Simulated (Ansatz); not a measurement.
# Transmission past a defect: Ta wire along [110], 5 atoms a period, vacancy of one Ta

What does the defect do to the conductance?

Calculated with Ansatz 0.2.0; DFT PBE, plane waves, PAW; relaxation of a wire's period, in the first sound run; inputs show where later runs differ.

## 1. Set-up

The cell holds 5 atoms: 5 Ta. Its edges and angles: a = 10.120 Å, b = 9.148 Å, c = 4.695 Å, α = 90.0°, β = 90.0°, γ = 90.0°. Vacuum lies along a and b. The structure's axis is c.

Coordinates:

```cif
data_structure
_symmetry_space_group_name_H-M 'P 1'
_symmetry_Int_Tables_number 1
_cell_length_a 10.1200
_cell_length_b 9.1480
_cell_length_c 4.6952
_cell_angle_alpha 90.000
_cell_angle_beta 90.000
_cell_angle_gamma 90.000
_cell_volume 434.67
loop_
_atom_site_label
_atom_site_type_symbol
_atom_site_fract_x
_atom_site_fract_y
_atom_site_fract_z
_atom_site_occupancy
Ta1 Ta 0.50000 0.37167 0.00000 1
Ta2 Ta 0.33597 0.37167 0.50000 1
Ta3 Ta 0.50000 0.62829 0.50000 1
Ta4 Ta 0.66403 0.37167 0.50000 1
Ta5 Ta 0.66403 0.62829 0.00000 1
```

## 2. Relaxation of atoms and period

Band widths follow the bond lengths, so the wire is relaxed first. The atoms and the third cell vector are free; the box across stays fixed as vacuum. A Fermi-Dirac smearing is set since the result may be a metal. The pressure printed is a third of the stress's trace over the whole box, vacuum included; only the stress along the axis is relaxed.

Contents of input.yaml:

```yaml
crystal:
  lattice:
    - [10.12, 0.0, 0.0]
    - [0.0, 9.148, 0.0]
    - [0.0, 0.0, 4.6951890271]
  atoms:
    - { symbol: Ta, position: [0.5, 0.371665938, 0.0] }
    - { symbol: Ta, position: [0.335968379, 0.371665938, 0.5] }
    - { symbol: Ta, position: [0.5, 0.628289737, 0.5] }
    - { symbol: Ta, position: [0.664031621, 0.371665938, 0.5] }
    - { symbol: Ta, position: [0.664031621, 0.628289737, 0.0] }
kpoints:
  mp_grid: { grid: [1, 1, 18] }
scf:
  occupations: { method: fermi_dirac, width: 0.05 }
hamiltonian:
  xc: pbe
relax:
  cell: { fix: [a, b, alpha, beta, gamma] }
  max_steps: 60
```

Started as:

```sh
> ansatz run input.yaml --threads 4 --pin off --max-ram 16384MiB --backend cpu --events-out ev --progress --plain --runs-dir out
```

Numbers of over 12 decimals in the logs are rounded to 6 here.

The log of the run:

```text
Engine: ansatz 0.2.0, aarch64-unknown-linux-gnu
Pseudopotentials: kind: paw
Pseudopotential: Ta, paw, valence charge 13, recommended cutoff 420 eV (normal), Ta.paw.azcp
Functional definition: PBE
  parameter kappa = 0.804
  parameter beta = 0.066725
  exchange = pbe_x(kappa = kappa, mu = beta*pi^2/3)
  correlation = pbe_c(beta = beta)
Crystal: 5 atoms, lattice volume = 434.670 Å³
Basis set: ecut = 420 eV, 8457 PW (Γ), exchange–correlation on 144×128×64 points (8 copies of the dense FFT grid, shifted against one another)
Bands: 39, of which v1, the nominal top of the filled ones, is band 33 counted from 1 (32 counted from 0)
Symmetry: 2 space group operations
Space group: Pm (ITA 6), of the structure as read, at distance tolerance 7.6e-5 Å
k-points: 10 of 18
Non-local potential: Ta, projectors of the file, l = 0: 3, l = 1: 2, l = 2: 2, l = 3: 1
PAW form: soft (Blöchl's): semilocal exchange-correlation on the pseudo side does not see the compensation charge
PAW one-centre angular grid: Ta, 590 points (default); XC on 64 Gauss nodes
Initial density: superposition of atomic densities (neutral atoms: chi_scale 0, normalization atom), corrected by the library's trained network
Initial wavefunctions: pseudopotential atomic-orbital guess
Functional: x = pbe(κ = 0.804, μ = 0.219515), c = pbe(β = 0.066725)
SCF iter   1: F=—  HF=-49645.802184 eV  |F-HF|=—  |Δ(HF+E_count)|=         —  Δρ=8.58e-3  dr2=1.49e0  ethr=1.77e-3  ⟨swp⟩=8.6  Hψ=1690  notcnv=0
preconditioner: auto → LDOS  [metal: Δε(μ)=0.066 eV  Ē_g=2.203 eV  σ=0.050 eV  W_gap=0.30  n_scr=64 (ndim 8)  ℏωp=8.9 eV  f_vac=0.513  D(μ)=6.06/eV (n_scr^D=30)  β→1.0]
SCF iter   2: F=—  HF=-49645.761310 eV  |F-HF|=—  |Δ(HF+E_count)|=   4.09e-2  Δρ=8.14e-3  dr2=1.46e0  ethr=1.77e-3  ⟨swp⟩=3.8  Hψ=698  notcnv=0
SCF iter   3: F=—  HF=-49645.681640 eV  |F-HF|=—  |Δ(HF+E_count)|=   7.97e-2  Δρ=1.44e-3  dr2=3.89e-2  ethr=1.77e-3  ⟨swp⟩=3.1  Hψ=588  notcnv=0
SCF iter   4: F=—  HF=-49645.680514 eV  |F-HF|=—  |Δ(HF+E_count)|=   1.13e-3  Δρ=5.40e-4  dr2=5.36e-3  ethr=5.98e-5  ⟨swp⟩=2.0  Hψ=572  notcnv=0
SCF iter   5: F=—  HF=-49645.680389 eV  |F-HF|=—  |Δ(HF+E_count)|=   1.25e-4  Δρ=2.68e-4  dr2=1.02e-3  ethr=8.25e-6  ⟨swp⟩=2.0  Hψ=518  notcnv=0
SCF iter   6: F=—  HF=-49645.680390 eV  |F-HF|=—  |Δ(HF+E_count)|=   1.21e-6  Δρ=1.03e-4  dr2=1.65e-4  ethr=1.58e-6  ⟨swp⟩=2.0  Hψ=499  notcnv=0
SCF iter   7: F=—  HF=-49645.680402 eV  |F-HF|=—  |Δ(HF+E_count)|=   1.18e-5  Δρ=4.53e-5  dr2=3.12e-5  ethr=2.55e-7  ⟨swp⟩=2.0  Hψ=466  notcnv=0
SCF iter   8: F=—  HF=-49645.680712 eV  |F-HF|=—  |Δ(HF+E_count)|=   3.10e-4  Δρ=1.59e-5  dr2=4.24e-6  ethr=4.80e-8  ⟨swp⟩=2.0  Hψ=517  notcnv=0
SCF iter   9: F=—  HF=-49645.680712 eV  |F-HF|=—  |Δ(HF+E_count)|=   6.50e-7  Δρ=4.72e-6  dr2=2.30e-7  ethr=6.53e-9  ⟨swp⟩=2.1  Hψ=528  notcnv=0
SCF iter  10: F=-49645.680712 eV  HF=-49645.680712 eV  |F-HF|=2.76e-8  |Δ(HF+E_count)|=   1.22e-7  Δρ=2.16e-6  dr2=6.35e-8  ethr=1.54e-10  ⟨swp⟩=6.1  Hψ=1497  notcnv=0
SCF 1 converged in 10 iterations: F = -49645.680712 eV  dr2 = 6.35e-8
  greatest PAW one-centre occupation: 0.999 electrons in one spin orbital (limit 2), on the Ta atom at site 0 (counted from 0), in its partial waves of l = 0
relax step   1: F+E_penalty+E_count = -49645.68071225 eV  Δ(F+E_penalty+E_count) = +0.000e0 eV  max|allowed force component| = 3.704e0 eV/Å  Δτ_max = 0.0000 Å  P = -5.853 GPa  Ω = 434.670 Å³  fix = [a, b, alpha, beta, gamma]  reactions: a -5.063, b -4.954 GPa; gamma +0.875 GPa/rad  (10 SCF iters, dr2 threshold 1.00e-7 eV, accepted)
Crystal: 5 atoms, lattice volume = 426.437 Å³
Basis set: ecut = 420 eV, 8349 PW (Γ), exchange–correlation on 144×128×64 points (8 copies of the dense FFT grid, shifted against one another)
Initial density: handed on by an earlier stage of this run
Initial wavefunctions: those handed on with the density
SCF iter   1: F=—  HF=-49648.475003 eV  |F-HF|=—  |Δ(HF+E_count)|=         —  Δρ=1.52e-2  dr2=2.93e0  ethr=3.10e-3  ⟨swp⟩=12.2  Hψ=1908  notcnv=0
preconditioner: auto → LDOS  [metal: Δε(μ)=0.102 eV  Ē_g=2.739 eV  σ=0.050 eV  W_gap=0.43  n_scr=64 (ndim 8)  ℏωp=9.0 eV  f_vac=0.559  D(μ)=5.59/eV (n_scr^D=30)  β→1.0]
SCF iter   2: F=—  HF=-49648.589593 eV  |F-HF|=—  |Δ(HF+E_count)|=   1.15e-1  Δρ=1.51e-2  dr2=4.40e0  ethr=3.10e-3  ⟨swp⟩=4.5  Hψ=1045  notcnv=0
SCF iter   3: F=—  HF=-49648.021578 eV  |F-HF|=—  |Δ(HF+E_count)|=   5.68e-1  Δρ=2.27e-3  dr2=3.98e-2  ethr=3.10e-3  ⟨swp⟩=3.0  Hψ=650  notcnv=0
SCF iter   4: F=—  HF=-49648.028056 eV  |F-HF|=—  |Δ(HF+E_count)|=   6.48e-3  Δρ=8.64e-4  dr2=7.34e-3  ethr=6.12e-5  ⟨swp⟩=2.6  Hψ=754  notcnv=0
SCF iter   5: F=—  HF=-49648.027942 eV  |F-HF|=—  |Δ(HF+E_count)|=   1.15e-4  Δρ=3.62e-4  dr2=2.10e-3  ethr=1.13e-5  ⟨swp⟩=2.7  Hψ=693  notcnv=0
SCF iter   6: F=—  HF=-49648.028016 eV  |F-HF|=—  |Δ(HF+E_count)|=   7.45e-5  Δρ=1.74e-4  dr2=3.36e-4  ethr=3.23e-6  ⟨swp⟩=2.0  Hψ=500  notcnv=0
SCF iter   7: F=—  HF=-49648.028309 eV  |F-HF|=—  |Δ(HF+E_count)|=   2.93e-4  Δρ=6.27e-5  dr2=4.36e-5  ethr=5.18e-7  ⟨swp⟩=2.0  Hψ=511  notcnv=0
SCF iter   8: F=—  HF=-49648.028316 eV  |F-HF|=—  |Δ(HF+E_count)|=   6.57e-6  Δρ=2.48e-5  dr2=4.75e-6  ethr=6.71e-8  ⟨swp⟩=2.0  Hψ=505  notcnv=0
SCF iter   9: F=—  HF=-49648.028317 eV  |F-HF|=—  |Δ(HF+E_count)|=   1.19e-6  Δρ=9.89e-6  dr2=7.89e-7  ethr=7.31e-9  ⟨swp⟩=2.0  Hψ=534  notcnv=0
SCF iter  10: F=-49648.028317 eV  HF=-49648.028317 eV  |F-HF|=5.40e-8  |Δ(HF+E_count)|=   1.79e-7  Δρ=3.85e-6  dr2=1.26e-7  ethr=7.69e-10  ⟨swp⟩=5.9  Hψ=1492  notcnv=0
SCF 2 converged in 10 iterations: F = -49648.028317 eV  dr2 = 1.26e-7
  greatest PAW one-centre occupation: 1.000 electrons in one spin orbital (limit 2), on the Ta atom at site 2 (counted from 0), in its partial waves of l = 0
relax step   2: F+E_penalty+E_count = -49648.02831733 eV  Δ(F+E_penalty+E_count) = -2.348e0 eV  max|allowed force component| = 2.293e0 eV/Å  Δτ_max = 0.1992 Å  P = -2.173 GPa  Ω = 426.437 Å³  energy of the carried Pulay correction = +4.862e-4 eV  fix = [a, b, alpha, beta, gamma]  reactions: a -1.825, b -1.576 GPa; gamma +0.689 GPa/rad  (10 SCF iters, dr2 threshold 5.00e-7 eV, accepted)
Crystal: 5 atoms, lattice volume = 422.536 Å³
Basis set: ecut = 420 eV, 8257 PW (Γ), exchange–correlation on 144×128×64 points (8 copies of the dense FFT grid, shifted against one another)
iter 1 solved again at ethr=1.30e-3 eV; its pass at ethr=3.10e-3 eV (dr2=8.43e-1 eV) is discarded
SCF iter   1: F=—  HF=-49648.798198 eV  |F-HF|=—  |Δ(HF+E_count)|=         —  Δρ=1.18e-2  dr2=8.82e-1  ethr=1.30e-3  ⟨swp⟩=1.0  Hψ=2382  notcnv=0
[...]
relax step  19: F+E_penalty+E_count = -49648.86625128 eV  Δ(F+E_penalty+E_count) = -9.944e-3 eV  max|allowed force component| = 2.081e-1 eV/Å  Δτ_max = 0.2000 Å  P = -0.157 GPa  Ω = 410.517 Å³  energy of the carried Pulay correction = +1.453e-3 eV  fix = [a, b, alpha, beta, gamma]  reactions: a +0.083, b -0.436 GPa; gamma -0.011 GPa/rad  (9 SCF iters, dr2 threshold 5.00e-7 eV, accepted)
relax step  20: F+E_penalty+E_count = -49648.87739167 eV  Δ(F+E_penalty+E_count) = -1.114e-2 eV  max|allowed force component| = 9.657e-2 eV/Å  Δτ_max = 0.1769 Å  P = -0.058 GPa  Ω = 407.566 Å³  energy of the carried Pulay correction = +1.637e-3 eV  fix = [a, b, alpha, beta, gamma]  reactions: a +0.015, b -0.213 GPa; gamma -0.016 GPa/rad  (9 SCF iters, dr2 threshold 5.00e-7 eV, accepted)
relax step  21: F+E_penalty+E_count = -49648.87848585 eV  Δ(F+E_penalty+E_count) = -1.094e-3 eV  max|allowed force component| = 3.300e-2 eV/Å  Δτ_max = 0.0350 Å  P = -0.110 GPa  Ω = 407.949 Å³  energy of the carried Pulay correction = +1.613e-3 eV  fix = [a, b, alpha, beta, gamma]  reactions: a -0.056, b -0.262 GPa; gamma -0.020 GPa/rad  (7 SCF iters, dr2 threshold 5.00e-7 eV, accepted)
relax step  22: F+E_penalty+E_count = -49648.87857003 eV  Δ(F+E_penalty+E_count) = -8.418e-5 eV  max|allowed force component| = 1.474e-2 eV/Å  Δτ_max = 0.0069 Å  P = -0.103 GPa  Ω = 407.730 Å³  energy of the carried Pulay correction = +1.627e-3 eV  fix = [a, b, alpha, beta, gamma]  reactions: a -0.055, b -0.254 GPa; gamma -0.015 GPa/rad  (6 SCF iters, dr2 threshold 6.80e-8 eV, accepted)
relax step  23: F+E_penalty+E_count = -49648.87848809 eV  Δ(F+E_penalty+E_count) = +8.194e-5 eV  max|allowed force component| = 3.722e-2 eV/Å  Δτ_max = 0.0110 Å  P = -0.155 GPa  Ω = 407.723 Å³  energy of the carried Pulay correction = +1.627e-3 eV  fix = [a, b, alpha, beta, gamma]  (8 SCF iters, dr2 threshold 1.36e-8 eV, rejected (line search))
relax step  24: F+E_penalty+E_count = -49648.87856860 eV  Δ(F+E_penalty+E_count) = +1.433e-6 eV  max|allowed force component| = 3.109e-2 eV/Å  Δτ_max = 0.0025 Å  P = -0.101 GPa  Ω = 407.450 Å³  energy of the carried Pulay correction = +1.644e-3 eV  fix = [a, b, alpha, beta, gamma]  (11 SCF iters, rejected (line search))
relax step  25: F+E_penalty+E_count = -49648.87860135 eV  Δ(F+E_penalty+E_count) = -3.133e-5 eV  max|allowed force component| = 7.594e-3 eV/Å  Δτ_max = 0.0013 Å  P = -0.106 GPa  Ω = 407.636 Å³  energy of the carried Pulay correction = +1.632e-3 eV  fix = [a, b, alpha, beta, gamma]  reactions: a -0.065, b -0.256 GPa; gamma -0.018 GPa/rad  (10 SCF iters, accepted)
Basis set: ecut = 420 eV, 7965 PW (Γ), exchange–correlation on 144×128×60 points (8 copies of the dense FFT grid, shifted against one another)
Initial wavefunctions: pseudopotential atomic-orbital guess (no wavefunctions were taken with the density)
iter 1 solved again at ethr=5.36e-6 eV; its pass at ethr=3.10e-3 eV (dr2=3.48e-3 eV) is discarded
SCF iter   1: F=—  HF=-49648.877259 eV  |F-HF|=—  |Δ(HF+E_count)|=         —  Δρ=4.56e-5  dr2=1.00e-6  ethr=5.36e-6  ⟨swp⟩=3.9  Hψ=2745  notcnv=0
eigensolver tolerance schedule: the retry pair's looser diagonalisation over-reported the residual by 3479.31 of it (diagonalisation noise at an unbounded share of the residual, at the tolerance the schedule requests for it); recorded, not acted on — ethr = c·dr2/N_el stays at c = 1.0e-1
preconditioner: auto → LDOS  [metal: Δε(μ)=0.037 eV  Ē_g=2.839 eV  σ=0.050 eV  W_gap=0.18  n_scr=56 (ndim 8)  ℏωp=9.2 eV  f_vac=0.561  D(μ)=4.75/eV (n_scr^D=18)  β→1.0]
SCF iter   2: F=—  HF=-49648.877450 eV  |F-HF|=—  |Δ(HF+E_count)|=   1.91e-4  Δρ=7.79e-6  dr2=3.85e-7  ethr=1.54e-9  ⟨swp⟩=3.9  Hψ=1047  notcnv=0
SCF iter   3: F=—  HF=-49648.877450 eV  |F-HF|=—  |Δ(HF+E_count)|=   4.62e-8  Δρ=3.71e-6  dr2=2.09e-7  ethr=5.93e-10  ⟨swp⟩=2.0  Hψ=669  notcnv=0
SCF iter   4: F=—  HF=-49648.877450 eV  |F-HF|=—  |Δ(HF+E_count)|=   3.36e-8  Δρ=1.41e-6  dr2=1.96e-8  ethr=3.21e-10  ⟨swp⟩=2.0  Hψ=504  notcnv=0
SCF iter   5: F=—  HF=-49648.877450 eV  |F-HF|=—  |Δ(HF+E_count)|=   4.37e-9  Δρ=3.90e-7  dr2=2.22e-9  ethr=3.02e-11  ⟨swp⟩=2.6  Hψ=645  notcnv=0
SCF iter   6: F=—  HF=-49648.877450 eV  |F-HF|=—  |Δ(HF+E_count)|=  2.26e-10  Δρ=1.56e-7  dr2=3.67e-10  ethr=3.42e-12  ⟨swp⟩=2.3  Hψ=585  notcnv=0
SCF iter   7: F=-49648.877450 eV  HF=-49648.877450 eV  |F-HF|=1.46e-11  |Δ(HF+E_count)|=  3.64e-11  Δρ=6.01e-8  dr2=4.43e-11  ethr=1.00e-12  ⟨swp⟩=4.4  Hψ=1636  notcnv=0
SCF 26 converged in 7 iterations: F = -49648.877450 eV  dr2 = 4.43e-11
relax step  26: F+E_penalty+E_count = -49648.87744980 eV  Δ(F+E_penalty+E_count) = +1.152e-3 eV  max|allowed force component| = 7.655e-3 eV/Å  Δτ_max = 0.0000 Å  P = -0.109 GPa  Ω = 407.636 Å³  fix = [a, b, alpha, beta, gamma]  reactions: a -0.065, b -0.257 GPa; gamma -0.018 GPa/rad  stress off target by 4.04e-3 GPa on what of the cell is left free  SCF on the basis re-selected at this cell (its energy is not comparable with the rows above)  (7 SCF iters)
basis re-selected at this cell: Δ(F+E_penalty+E_count) = +1.152e-3 eV, ΔP = -0.002 GPa vs the last step (what re-selecting the basis moved, of the pressure what is left beyond the Pulay correction that the steps carried, after the strain that the cell walked since its last selection, with what the two solves' SCF thresholds leave and, on support functions, any second-order correction that the steps lacked; it is no measure of the basis error at this ecutwfc). The dense FFT grid was sized anew with the basis: this SCF ran on 72×64×30 points, the steps before it on 72×64×32, so part of this shift can come from that change (see relax.cell in the input reference). [rest of the remark cut]
SCF converged after 7 iterations
Free energy (F): -49648.877450 eV
Harris-Foulkes:  -49648.877450 eV  (|F-HF|=1.46e-11)
Internal energy: -49648.837250 eV  (E = F + TS)
E sigma→0 (E₀):  -49648.857350 eV
Entropy (-TS):   -0.040200 eV (-8.040 meV/atom)
Fermi energy:    1.697560 eV
--- Per-component energies (eV) ---
  E_band       = -1636.609981
  E_kinetic    = 1820.669546
  E_local      = -16152.096744  (includes V_loc(G=0)·N_el)
  E_nonlocal   = 84.081269
  E_hartree    = 7089.796543
  E_xc         = -1080.879234
  E_vxc        = -1004.822131  (∫ρ·V_xc dr)
  E_paw        = -41983.727073  (= ΣΔE_a)
  E_vpaw       = -564.036029  (= ΣTr[D̂ρ^β])
  E_aug_tail   = 0.000750  (compensation charges beyond the density's cutoff)
  E_ewald      = 573.317693
  E_smearing   = -0.040200  (= −TS)
  E_closure    = -0.000000  (closes the sum)
  Σ components = -49648.877450   (vs F -49648.877450, Δ=0.00e0)
--- Forces (eV/Å), atoms counted from 1 ---
  atom   1  Ta    -0.00765350     0.00014680    -0.00000000
  atom   2  Ta    -0.00280926     0.00193601    -0.00000000
  atom   3  Ta     0.00024384    -0.00446379     0.00000000
  atom   4  Ta     0.00627492     0.00396878     0.00000000
  atom   5  Ta     0.00394950    -0.00159673     0.00000000
  max |Σ_I F_I| component: 8.92e-6 eV/Å
--- Stress (GPa, compression-positive) ---
       -0.065170       0.018162      -0.000000
        0.018162      -0.256518       0.000000
       -0.000000       0.000000      -0.004037
  P = ⅓ Tr σ = -0.1086 GPa (-1.086 kbar)
--- Relaxed structure (25 steps of the walk, 20 accepted, 1 SCFs on fresh bases) ---
  F+E_penalty+E_count = -49648.87744980 eV   max|allowed force component| = 7.655e-3 eV/Å   (the final SCF, on the basis selected at the relaxed cell)
  cell:  # Å, volume = 407.6356 Å³
    - [10.12, 0, 0]
    - [0, 9.148, 0]
    - [0, 0, 4.403170]
  atoms:
    - { symbol: Ta, position: [0.453421, 0.445709, 1.1146155555724425e-17] }
    - { symbol: Ta, position: [0.346757, 0.514947, 0.500000] }
    - { symbol: Ta, position: [0.589426, 0.613744, 0.500000] }
    - { symbol: Ta, position: [0.569813, 0.331086, 0.500000] }
    - { symbol: Ta, position: [0.704614, 0.466092, -9.711197640715485e-18] }
```

The job ended after 1.8 min (4 threads of Arm Neoverse V1, shared host; peak memory 0.72 GiB).

Relaxation path (22 of 26):

| step | energy less that of the first step (eV) | largest force component (eV/Å) | pressure (GPa) | volume (Å³) |
| --- | --- | --- | --- | --- |
| 1 | 0.0000 | 3.7037 | -5.85 | 434.67 |
| 2 | -2.3476 | 2.2929 | -2.17 | 426.44 |
| 3 | -2.9872 | 0.7360 | 0.30 | 422.54 |
| 5 | -3.0435 | 0.3934 | -0.17 | 414.07 |
| 6 | -3.0465 | 0.4324 | -0.06 | 405.21 |
| 7 | -3.0698 | 0.0954 | 0.10 | 407.31 |
| 8 | -3.0693 | 0.1159 | 0.11 | 410.41 |
| 9 | -3.0716 | 0.0659 | 0.06 | 407.90 |
| 11 | -3.0835 | 0.2548 | -0.24 | 409.53 |
| 12 | -3.0903 | 0.4644 | -0.52 | 408.19 |
| 13 | -3.1110 | 0.1953 | -0.15 | 405.26 |
| 14 | -3.1240 | 0.4243 | 0.09 | 405.00 |
| 15 | -3.1225 | 0.8062 | -0.92 | 405.30 |
| 16 | -3.1463 | 0.2413 | 0.04 | 405.30 |
| 18 | -3.1756 | 0.2398 | -0.28 | 406.98 |
| 19 | -3.1855 | 0.2081 | -0.16 | 410.52 |
| 20 | -3.1967 | 0.0966 | -0.06 | 407.57 |
| 21 | -3.1978 | 0.0330 | -0.11 | 407.95 |
| 22 | -3.1979 | 0.0147 | -0.10 | 407.73 |
| 24 | -3.1979 | 0.0311 | -0.10 | 407.45 |
| 25 | -3.1979 | 0.0076 | -0.11 | 407.64 |
| 26* | -3.1967 | 0.0077 | -0.11 | 407.64 |

Relaxation steps marked * repeat the geometry before them on a plane-wave basis chosen anew for their cell, so energy and pressure can jump there. Other such steps can lie between the rows shown. Relaxation steps 4, 8, 15, 23, 24 were tried and not accepted.

The run keeps the 2 symmetry operations that it works with, so distortions that break them were not tested.

| cell as run | before | after | change |
| --- | --- | --- | --- |
| c (Å) | 4.695 | 4.403 | -6.2 % |

The atoms that moved most (Å, along periodic axes as changes of fractional coordinates times the final cell, across vacuum about the mean position):

| atom | dx | dy | dz | length |
| --- | --- | --- | --- | --- |
| Ta5 | 0.411 | -1.484 | 0.000 | 1.540 |
| Ta2 | 0.109 | 1.311 | 0.000 | 1.315 |
| Ta4 | -0.953 | -0.371 | 0.000 | 1.023 |
| Ta3 | 0.905 | -0.133 | 0.000 | 0.915 |
| Ta1 | -0.471 | 0.677 | 0.000 | 0.825 |

Final coordinates:

```cif
data_structure
_symmetry_space_group_name_H-M 'P 1'
_symmetry_Int_Tables_number 1
_cell_length_a 10.1200
_cell_length_b 9.1480
_cell_length_c 4.4032
_cell_angle_alpha 90.000
_cell_angle_beta 90.000
_cell_angle_gamma 90.000
_cell_volume 407.64
loop_
_atom_site_label
_atom_site_type_symbol
_atom_site_fract_x
_atom_site_fract_y
_atom_site_fract_z
_atom_site_occupancy
Ta1 Ta 0.45342 0.44571 0.00000 1
Ta2 Ta 0.34676 0.51495 0.50000 1
Ta3 Ta 0.58943 0.61374 0.50000 1
Ta4 Ta 0.56981 0.33109 0.50000 1
Ta5 Ta 0.70461 0.46609 0.00000 1
```

This step gave:

* energy at zero smearing: -49648.8573 eV
* cell length along the wire: 4.403 Å

The cell's length comes to 4.403 Å with spin left out.

(Continued in part 2 of 4.)

[Logs are printed without paths, hosts, clocks, repeated set-up lines and the standing remarks that a program may print on its own settings, such as how far it seeks lower states.]

[Hosts, paths, dates, database ids (printed as entryN), source tags and the programs' standing remarks are cut or masked in the printed files.]
